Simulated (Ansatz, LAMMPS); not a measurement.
# Aqueous K+ and SO4 2-, 2.4 mol of salt per kg of water at 280 K (155 atoms): support functions against a reference, part 2 of 2

Aim: test how closely localised support functions follow the reference on aqueous K+ and SO4 2-, 2.4 mol of salt per kg of water at 280 K (155 atoms), and at what cost. A setting counts as converged where the r.m.s. difference of forces stays under 1 % of the r.m.s. force.

Ansatz 0.2.0; Kohn-Sham DFT, r2SCAN+D4, PAW (set soft_2), plane waves.

The cell: 55 O, 2 S, 94 H and 4 K. The network of contacts between molecules at the start is that of the classical potential that made the cell. The concentration wasn't checked against solubility and may exceed it. The density was typed from a rule of thumb and may lie off the real one at this temperature. The Brillouin zone is sampled at Γ only, in a cell whose shortest periodic width is 12 Å.

So far: The structure; Making the structure; Plane-wave single point.

## Step 4: Structure statistics

These statistics describe the geometry on which the runs were made.

Density 1.3 g/cm³, 9.850 Å³ an atom.

g(r), total and by pair (bins of 0.2 Å):

```tsv
r (Å)	total	H-H	H-O	H-K	H-S	O-O	O-K
0.90	2.29	0.00	5.30	0.00	0.00	0.00	0.00
1.10	2.46	0.00	5.70	0.00	0.00	0.00	0.00
1.30	0.00	0.00	0.00	0.00	0.00	0.00	0.00
1.50	0.41	0.00	0.49	0.00	0.00	0.00	0.00
1.70	1.44	2.54	1.18	0.00	0.00	0.00	0.00
1.90	0.54	0.33	0.96	0.00	0.00	0.00	0.00
2.10	0.55	0.98	0.43	0.00	0.00	0.00	0.00
2.30	0.62	1.16	0.20	0.00	0.57	0.81	0.00
2.50	0.70	1.26	0.17	0.00	2.54	0.93	0.45
2.70	0.84	0.87	0.46	0.43	2.29	1.76	2.96
2.90	1.07	0.74	1.12	1.54	2.70	1.36	2.99
3.10	1.14	0.79	1.44	1.67	0.35	1.18	1.47
3.30	1.29	1.09	1.58	1.96	0.89	0.89	0.24
3.50	1.14	0.98	1.21	2.10	0.52	1.02	0.88
3.70	1.18	1.13	1.16	1.17	0.71	1.29	1.83
3.90	1.09	1.21	1.02	1.39	1.06	1.05	0.00
4.10	0.90	0.85	0.97	0.48	0.98	0.88	1.30
4.30	1.00	1.03	0.92	1.06	2.10	1.16	0.75
4.50	1.01	1.14	0.94	0.96	0.65	0.91	1.24
4.70	0.90	0.94	0.84	0.51	1.02	1.07	0.88
4.90	0.89	0.89	0.90	0.67	0.66	0.94	0.80
5.10	0.98	1.02	0.95	1.18	0.75	0.91	0.95
5.30	0.99	0.91	1.08	1.14	1.61	0.76	0.90
5.50	1.04	0.99	1.08	1.33	0.96	0.89	1.19
5.70	0.99	0.95	1.00	1.19	0.79	1.03	1.02
```

Bonds by pair of elements; cutoffs follow the first minimum of g(r), held within bounds set by covalent radii, and pairs that aren't listed don't count as bonded:

```tsv
pair A-B	cutoff (Å)	bonds	mean length (Å)	spread (Å)	shortest (Å)	B about A	A about B
H-O	1.21	94	1	0	1	1	1.71
O-K	3.27	23	2.85	0.153	2.46	0.418	5.75
O-S	1.88	8	1.44	0.015	1.42	0.145	4
```

How many atoms have how many bonded neighbours:

```tsv
element	mean	1	2	3	4	5	6	7
H	1	94	0	0	0	0	0	0
K	5.75	0	0	0	0	2	1	1
O	2.27	6	29	19	1	0	0	0
S	4	0	0	0	2	0	0	0
```

Bond angles (no mean is given where the spread exceeds 20°):

```tsv
angle	count	mean (°)	spread (°)
O-K-O	56	-	-
H-O-H	47	110	0
H-O-K	42	-	-
O-S-O	12	110	2.6
K-O-S	2	130	3.9
```

Hydrogen bonds between water molecules (O–O under 3.5 Å, H–O···O angle under 30°):

```tsv
hydrogen bonds to other water	molecules
0	0
1	2
2	9
3	26
4	10
```

First shells of the ions:

```tsv
ion	count	shell	mean number
K	4	water O within 3.6 A	6.25
```

Bond length by coordination (bonds to H left out):

```tsv
element	coordination	atoms	mean bond length (Å)
K	5	2	2.78
K	6	1	2.91
K	7	1	2.89
O	1	6	1.43
O	2	2	2.00
O	3	19	2.87
O	4	1	2.91
```

First main peaks of g(r), for some of the pairs, lie near 1.6 Å (H-H), 1.0 Å (H-O), 2.7 Å (O-O) and 2.9 Å (O-K). With the cutoffs above, all H atoms have 1, 50 % of K atoms have 5, 53 % of O atoms have 2 and all S atoms have 4 bonded neighbours. The 47 water molecules hold 2.94 hydrogen bonds each to other water on average, with a mean O–O distance of 2.85 Å. Ion shells in this frame: K 6.2 (water O within 3.6 Å).

The surroundings of O5, which bears the longest force, nearest first, numbered as they follow in the input and with coordinates relative to it.

```tsv
atom	x	y	z	distance (Å)	bonds	Löwdin charge (e)	Fx	Fy	Fz (eV/Å)
O5	0.00	0.00	0.00	0.00	2	-0.81	-0.87	-3.92	0.91
S2	0.29	1.38	0.02	1.42	4	2.65	-0.68	1.38	0.26
H76	1.01	-0.73	-1.00	1.60	1	0.38	0.73	-0.32	-1.04
H96	0.06	-1.08	1.34	1.72	1	0.39	-0.26	-1.27	-0.16
O4	-0.36	1.95	-1.13	2.28	1	-0.79	-1.19	1.57	-1.70
O1	1.71	1.60	-0.08	2.34	1	-0.76	2.81	0.12	-0.93
O3	-0.13	1.99	1.26	2.36	1	-0.78	-1.14	0.91	0.70
O74	1.43	-1.07	-1.84	2.56	3	-0.75	0.94	-0.28	0.49
K153	-2.23	-1.11	-0.92	2.65	5	0.85	-0.29	0.53	-0.47
O95	0.03	-1.97	1.78	2.66	2	-0.68	-0.88	0.69	-0.21
H63	2.57	0.78	0.89	2.83	1	0.38	0.15	-0.39	0.85
H97	-0.60	-2.57	1.28	2.93	1	0.40	0.66	0.67	0.22
H72	-1.32	1.46	2.18	2.94	1	0.38	-0.68	-0.28	0.87
```

The column of bonds counts only the pairs H-O within 1.21 Å, O-K within 3.27 Å, O-S within 1.88 Å; other neighbours, such as metal atoms beside each other in a compound, aren't counted, and periodic images can show an atom twice.

## Step 5: Support functions medium

With localised support functions most steps grow linearly with size, though the diagonalisation grows faster unless the density matrix is cut; this run measures error and cost at this size.

This step: Kohn-Sham DFT, r2SCAN+D4, PAW (set soft_2), localised support functions (medium) (Ansatz 0.2.0).

Input file input.yaml:

```yaml
crystal:
  lattice:
    - [11.51463, 0.0, 0.0]
    - [0.0, 11.51463, 0.0]
    - [0.0, 0.0, 11.51463]
  atoms:
    [... the 155 atom lines of step 3 ...]
kpoints:
  mp_grid: { grid: [1, 1, 1] }
hamiltonian:
  xc: r2scan
  dispersion: d4
scf:
  occupations: { method: fixed }
  eigensolver: { kind: { support_functions: { accuracy: medium } } }
  max_iter: 150
output:
  forces: true
  eigenvalues: true
```

On the command line:

```bash
$ ansatz run input.yaml --threads 8 --pin off --max-ram 15872MiB --backend cpu --events-out ev --progress --plain --runs-dir out
```

The program printed:

```text
Warning: scf.eigensolver.kind.support_functions: disabling space-group detection — the functions' gradient is summed over unrotated k-points, so no spatial operation reduces the k-mesh or symmetrises the density; time reversal is kept, so that k and −k are solved as one point where they differ and the mesh holds both, and exact exchange and, on two spinor components, a DFT+U term hold to it where the run has them: [...]
settings of this run that can trade accuracy for cost: scf.eigensolver.kind.support_functions [...]
[...]
Crystal: 155 atoms, lattice volume = 1526.687 Å³
Basis set: ecut = 500 eV, 38641 PW (Γ), exchange–correlation on 324×324×324 points (27 copies of the dense FFT grid, shifted against one another)
Bands: 284, of which v1, the nominal top of the filled ones, is band 236 counted from 1 (235 counted from 0)
Symmetry: 1 space group operations
k-points: 1
[...]
SCF iter   1: F=—  HF=-40768.857565 eV  |F-HF|=—  |Δ(HF+E_count)|=         —  Δρ=1.02e-1  dr2=1.47e2  dr2_τ=1.70e1  ethr=1.00e-1
[...]
SCF iter  12: F=—  HF=-40775.042303 eV  |F-HF|=—  |Δ(HF+E_count)|=   1.09e-3  Δρ=1.21e-5  dr2=4.80e-6  dr2_τ=2.17e-7  ethr=4.55e-9  κ⁻¹=9.3e-6(r=7)
SCF iter  13: F=-40775.042306 eV  HF=-40775.042305 eV  |F-HF|=6.93e-7  |Δ(HF+E_count)|=   2.45e-6  Δρ=4.97e-6  dr2=8.60e-7  dr2_τ=8.45e-9  ethr=1.02e-9
SCF 1 converged in 13 iterations: F = -40775.052136 eV  dr2 = 8.60e-7
[...]
SCF converged after 13 iterations
Stability not checked: this state was not tested for a lower state beside it, because the mixer in use, unlike msr1, does not test its closes by its own steps (another_mixer; see scf.mixing.algorithm and scf.lower_state_search)
Free energy (F): -40775.052136 eV
[...]
Internal energy: -40775.052136 eV  (E = F + TS)
E sigma→0 (E₀):  -40775.052136 eV
Fermi energy:    -1.401685 eV
[...]
Σ components = -40775.052136   (vs F -40775.052136, Δ=0.00e0)
--- Forces (eV/Å), atoms counted from 1 ---
  atom   1  O      2.80541941     0.11420513    -0.93437370
  atom   2  S     -0.68269777     1.38190660     0.26298012
  atom   3  O     -1.14055645     0.90454868     0.69517527
  atom   4  O     -1.18784389     1.56623592    -1.70094650
[...]
atom 155  K     -0.25671730    -0.03597982    -0.04144158
  max |Σ_I F_I| component: 1.36e-3 eV/Å
--- Band table (eV) ---
[...]
```

Run time: 3.2 min. Hardware: 8 threads of Arm Neoverse V2, shared host; peak memory 9 GiB.

The program notes that the band table was not solved further than the SCF left it and it switched symmetry off.

Keys that differ from the reference: support_functions.accuracy = "medium" and scf.max_iter = 150.

Forces differ from the reference by 5.7 meV/Å r.m.s., 0.72 % of their size, within a tolerance of 1 %; the energy by -3.6 meV/atom. It took 3.2 min and 13 cycles; the reference's time can't be set against it, since the two runs asked for unlike analyses.

## Step 6: What each setting buys

Differences are against the plane-wave reference (Kohn-Sham DFT, r2SCAN+D4, PAW (set soft_2), plane waves), whose r.m.s. force component is 0.795 eV/Å. Energies are set beside the reference only for runs with its functional, potentials and electron count. Times are for 8 threads of Arm Neoverse V2, shared host. The reference's time includes the DOS, the stress and grids, which some other runs skip.

```tsv
run	Δ force, r.m.s. (meV/Å)	share of r.m.s. force (%)	Δ energy (meV/atom)	Δ gap (eV)	cycles	time	host memory (GiB)
reference	-	-	-	-	9	32 s	4.4
support functions medium	5.70	0.717	-3.57	-4.0e-4	13	3.2 min	9.0
```

## Step 7: Results

```json
{"free energy per atom": "-263.0613 eV/atom", "pressure": "-2.107 GPa", "r.m.s. force component": "0.7951 eV/Å", "gap (highest filled to lowest empty level)": "4.782 eV", "wall time of the 2 DFT runs": "3.7 min"}
```

**Reading.** Against plane waves at 500 eV, the forces differ by 5.7 meV/Å (0.72 %) with support functions medium. At 155 atoms the run with support functions medium takes roughly 6.0 times the time of plane waves (whose run also made extra analyses, so the like-for-like ratio is larger), in 13 SCF cycles against 9. Differences between support functions and plane waves include what basis error the plane-wave run still has.

Filled and empty levels are parted by 4.78 eV (at Γ alone); a semilocal functional tends to put such gaps too low. In a disordered cell it changes from sample to sample and from frame to frame. With the cutoffs above, all H atoms have 1, 50 % of K atoms have 5, 53 % of O atoms have 2 and all S atoms have 4 bonded neighbours. The 47 water molecules hold 2.94 hydrogen bonds each to other water on average, with a mean O–O distance of 2.85 Å.

Caveats: The force components of 0.80 eV/Å r.m.s. hold both thermal displacement and the mismatch between the potential that made the cell and DFT, above all in bond lengths inside molecules. The pressure of -2.1 GPa is that of one thermal frame, in which the classical model's bond lengths enter as well as the volume, without the kinetic term and with the strain of bonds inside molecules.

[Logs are printed without paths, hosts, clocks, repeated set-up lines and the standing remarks that a program may print on its own settings, such as how far it seeks lower states.]

[Hosts, paths, dates, database ids (printed as entryN), source tags and the programs' standing remarks are cut or masked in the printed files.]
